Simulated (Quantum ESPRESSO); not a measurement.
# BaMn2Sb2: which magnetic order is lowest, part 2 of 2

Does BaMn2Sb2 prefer parallel or opposed moments, or none?

Quantum ESPRESSO 7.5; PBEsol; plane waves with GBRV 1.5 PBEsol potentials, no spin-orbit coupling.

So far, absolute magnetization (μB): step 2 (run 1, typed as ferro ++) 8.08.

## 4. Run 3, typed as antiferro +−

Input file pw.in:

```
&CONTROL
  calculation = 'scf'
  prefix = 'pwscf'
  outdir = './tmp'
  pseudo_dir = './pseudo'
  disk_io = 'nowf'
/
&SYSTEM
  ibrav = 0
  nat = 5
  ntyp = 4
  ecutwfc = 40
  ecutrho = 280
  nbnd = 45
  occupations = 'smearing'
  smearing = 'fd'
  degauss = 0.00734986
  nspin = 2
  starting_magnetization(1) = 0
  starting_magnetization(2) = 0.2333
  starting_magnetization(3) = -0.2333
  starting_magnetization(4) = 0
/
&ELECTRONS
  conv_thr = 1d-08
  electron_maxstep = 150
  mixing_beta = 0.3
/
ATOMIC_SPECIES
Ba    137.3270 ba_pbesol_v1.uspp.F.UPF
Mn1    54.9380 mn_pbesol_v1.5.uspp.F.UPF
Mn2    54.9380 mn_pbesol_v1.5.uspp.F.UPF
Sb    121.7600 sb_pbesol_v1.4.uspp.F.UPF
CELL_PARAMETERS angstrom
  -2.2651530000    2.2651530000    6.4719120000
   2.2651530000   -2.2651530000    6.4719120000
   2.2651530000    2.2651530000   -6.4719120000
ATOMIC_POSITIONS crystal
Ba      0.0000000000    0.0000000000    0.0000000000
Mn1     0.7500000000    0.2500000000    0.5000000000
Mn2     0.2500000000    0.7500000000    0.5000000000
Sb      0.6362330000    0.6362330000    0.0000000000
Sb      0.3637670000    0.3637670000    0.0000000000
K_POINTS automatic
8 8 8 0 0 0
```

The run is started by

```console
OMP_NUM_THREADS=1 mpirun -n 4 pw.x -nk 4 -in pw.in > pw.out
```

What it wrote:

```text
     [... lines left out ...]
Program PWSCF v.7.5 starts
     [... lines left out ...]
     number of atoms/cell      =            5
     [... lines left out ...]
     number of electrons       =        70.00
     number of Kohn-Sham states=           45
     kinetic-energy cutoff     =      40.0000  Ry
     charge density cutoff     =     280.0000  Ry
     scf convergence threshold =      1.0E-08
     [... lines left out ...]
      8 Sym. Ops. (no inversion) found
     [... lines left out ...]
     number of k points=    59  Fermi-Dirac smearing, width (Ry)=  0.0073
     [... lines left out ...]
     iteration # 17     ecut=    40.00 Ry     beta= 0.30
     [... lines left out ...]
     Magnetic moment per site  (integrated on atomic sphere of radius R)
     atom   1 (R=0.209)  charge=  8.1783  magn= -0.0000
     atom   2 (R=0.154)  charge= 13.4976  magn=  3.6691
     atom   3 (R=0.154)  charge= 13.4976  magn= -3.6690
     atom   4 (R=0.154)  charge= 12.3084  magn= -0.0000
     atom   5 (R=0.154)  charge= 12.3084  magn= -0.0000
     [... lines left out ...]
     the Fermi energy is    10.7073 ev
!    total energy              =    -861.65796592 Ry
     estimated scf accuracy    <          2.1E-09 Ry
     smearing contrib. (-TS)   =      -0.00300273 Ry
     [... lines left out ...]
     total magnetization       =     0.00 Bohr mag/cell
     absolute magnetization    =     8.20 Bohr mag/cell
     convergence has been achieved in  17 iterations
```

It took 4.5 min on 4 MPI ranks of Arm Neoverse V2, shared host; peak memory 1.3 GiB; 18 min of CPU time.

Spin moment in the atom's sphere by atom:

```tsv
atom	spin moment in the atom's sphere (μB)
Ba1	0.00
Mn2	3.67
Mn3	-3.67
Sb4	0.00
Sb5	0.00
```

Numbers from this step:

```yaml
smearing_term_ts: 0.04085 eV
magnetization: 0 μB
absolute_magnetization: 8.201 μB
final_state: antiferromagnetic
```

## 5. Start 4: no spin polarisation

Input file pw.in:

```
&CONTROL
  calculation = 'scf'
  prefix = 'pwscf'
  outdir = './tmp'
  pseudo_dir = './pseudo'
  disk_io = 'nowf'
/
&SYSTEM
  ibrav = 0
  nat = 5
  ntyp = 3
  ecutwfc = 40
  ecutrho = 280
  nbnd = 45
  occupations = 'smearing'
  smearing = 'fd'
  degauss = 0.00734986
/
&ELECTRONS
  conv_thr = 1d-08
  electron_maxstep = 150
  mixing_beta = 0.3
/
ATOMIC_SPECIES
Ba    137.3270 ba_pbesol_v1.uspp.F.UPF
Mn     54.9380 mn_pbesol_v1.5.uspp.F.UPF
Sb    121.7600 sb_pbesol_v1.4.uspp.F.UPF
CELL_PARAMETERS angstrom
  -2.2651530000    2.2651530000    6.4719120000
   2.2651530000   -2.2651530000    6.4719120000
   2.2651530000    2.2651530000   -6.4719120000
ATOMIC_POSITIONS crystal
Ba      0.0000000000    0.0000000000    0.0000000000
Mn      0.7500000000    0.2500000000    0.5000000000
Mn      0.2500000000    0.7500000000    0.5000000000
Sb      0.6362330000    0.6362330000    0.0000000000
Sb      0.3637670000    0.3637670000    0.0000000000
K_POINTS automatic
8 8 8 0 0 0
```

What it wrote:

```text
     [... lines left out ...]
Program PWSCF v.7.5 starts
     [... lines left out ...]
     number of atoms/cell      =            5
     [... lines left out ...]
     number of electrons       =        70.00
     number of Kohn-Sham states=           45
     kinetic-energy cutoff     =      40.0000  Ry
     charge density cutoff     =     280.0000  Ry
     scf convergence threshold =      1.0E-08
     [... lines left out ...]
     16 Sym. Ops., with inversion, found
     [... lines left out ...]
     number of k points=    59  Fermi-Dirac smearing, width (Ry)=  0.0073
     [... lines left out ...]
     iteration # 15     ecut=    40.00 Ry     beta= 0.30
     [... lines left out ...]
     the Fermi energy is    10.3054 ev
!    total energy              =    -861.49104240 Ry
     estimated scf accuracy    <          2.5E-09 Ry
     smearing contrib. (-TS)   =      -0.02581862 Ry
     [... lines left out ...]
     convergence has been achieved in  15 iterations
```

Run time: 2.1 min. Hardware: 4 MPI ranks; peak memory 0.94 GiB; 8.3 min of CPU time.

Numbers from this step:

```yaml
smearing_term_ts: 0.3513 eV
final_state: non-magnetic (no spin polarisation)
```

## 6. The states side by side

An order is kept where moments of 0.15 μB or more survive with the typed signs; meshes match where a doubled cell samples the same k points as the first cell.

Orders:

```tsv
start	final state	typed order kept	energy over the lowest (meV a seeded atom)	largest site moment (μB)	net moment (μB a cell of the first run)	mesh matched	CPU time (s)
ferro ++	ferromagnetic	yes	210.5	3.605	7.675	yes	1101
antiferro q=(1/2,1/2,1/2) +--+	antiferromagnetic	yes	19.74	3.651	0	yes	3556
antiferro +-	antiferromagnetic	yes	0	3.669	0	yes	1072
no spin polarisation	non-magnetic	-	1136	0	0	yes	497.7
```

## 7. Summary of results

```json
{
 "lowest state found": "antiferromagnetic (from antiferro +-)",
 "largest site moment": "3.67 μB",
 "next state with moments": "antiferromagnetic, 19.7 meV a seeded atom higher",
 "state without moments": "1136 meV a seeded atom higher"
}
```

Forming the moments gains more than four times the spread of the orders, as local moments do. The smearing terms TS of the orders run from 20 to 74 meV a seeded atom, so the differences would change at a smaller width: an order with a larger TS is lowered more by the smearing. Only these 4 starts were compared; other wavevectors, canted and longer-period orders were not. Energies are free energies at an electronic temperature of 1160 K, which lowers moments and differences where the moments are itinerant.

[Logs and program files are shortened in this print: banners, set-up blocks, solver, clock and traceback lines can be left out without a mark of their own.]

[Logs are printed without paths, hosts, clocks, repeated set-up lines and the standing remarks that a program may print on its own settings, such as how far it seeks lower states.]

[Hosts, paths, dates, database ids (printed as entryN), source tags and the programs' standing remarks are cut or masked in the printed files.]

[Where a cell is said to come from a database of computed structures, the database is the Materials Project.]
